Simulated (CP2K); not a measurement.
The C K edge of thiophenol was computed by TDDFT (CP2K XAS_TDP, aug-cc-pVDZ, TDA) at these levels: PBEh(45%), PBEh(45%) + GW2X and PBEh(60%). The first three lines of C2 (bonded to 2 C and S) with a strength over 0.0015, energy in eV and strength:

| run | first | second | third |
| --- | --- | --- | --- |
| 1 | 282.35 (0.056) | 284.35 (0.034) | 285.64 (0.004) |
| 2 | 287.44 (0.055) | 289.44 (0.033) | 290.73 (0.004) |
| 3 | 286.34 (0.065) | 288.67 (0.045) | 290.82 (0.002) |

**Question.** Which run is which?

Run 1: PBEh(45%) (45 % exact exchange). Run 2: PBEh(45%) + GW2X (45 % exact exchange). Run 3: PBEh(60%) (60 % exact exchange). Self-interaction lifts the core level, so the uncorrected lines rise with the share of exact exchange. The GW2X run keeps the spacings of its parent: 2.00 eV between the first two lines in run 2, 2.00 eV in run 1. Its shift is +5.09 eV, since the Kohn–Sham level at this share of exchange lies that far above the quasiparticle level.

[Hosts, paths, dates, database ids (printed as entryN), source tags and the programs' standing remarks are cut or masked in the printed files.]
